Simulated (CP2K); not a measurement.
Consider anisole at its PBE geometry (Å).

```xyz
16

C    -2.6854    0.1466   -0.2116
O    -1.6066   -0.5871   -0.8025
C    -0.3389   -0.3032   -0.3459
C     0.7019   -1.0412   -0.9336
C     2.0189   -0.8185   -0.5383
C     2.3195    0.1366    0.4415
C     1.2811    0.8647    1.0224
C    -0.0491    0.6537    0.6379
H    -3.5973   -0.2223   -0.6934
H    -2.7439   -0.0338    0.8731
H    -2.5832    1.2277   -0.3963
H     0.4561   -1.7819   -1.6937
H     2.8195   -1.3970   -1.0000
H     3.3509    0.3102    0.7461
H     1.4966    1.6112    1.7873
H    -0.8400    1.2343    1.1070
```

Method: CP2K XAS_TDP, all-electron GAPW, PBEh(45%), aug-cc-pVDZ, TDA, no relativity.

Where do the O K-edge lines lie, and how strong are they?

Leading lines: O2 531.55 eV. The leading line of an atom is its first one with 35 % of the strongest within 2.5 eV of its lowest line over the strength cut. 

The first six lines of each atom with a strength over 0.0015:

```csv
atom,energy (eV),states,"strength, one atom"
O2 (bonded to 2 C),531.55,1,0.0106
,531.94,1,0.0207
,533.12,1,0.0079
,533.64,1,0.0094
,533.80,1,0.0046
,534.11,1,0.0110
```

Lines are vertical, at one geometry, with no vibrational structure. Without a correction of the core level, line positions, and the gaps between valence and Rydberg lines, follow the share of exact exchange. At this level such K lines come out 3 to 6 eV under measured ones. These values hold no scalar relativity, about 0.4 eV for O 1s. Rydberg lines, and the discretised continuum above threshold, depend on the basis and the box.

[Banner, clock and machine lines of the logs are left out without a mark of their own.]

[Logs are printed without paths, hosts, clocks, repeated set-up lines and the standing remarks that a program may print on its own settings, such as how far it seeks lower states.]

[Hosts, paths, dates, database ids (printed as entryN), source tags and the programs' standing remarks are cut or masked in the printed files.]
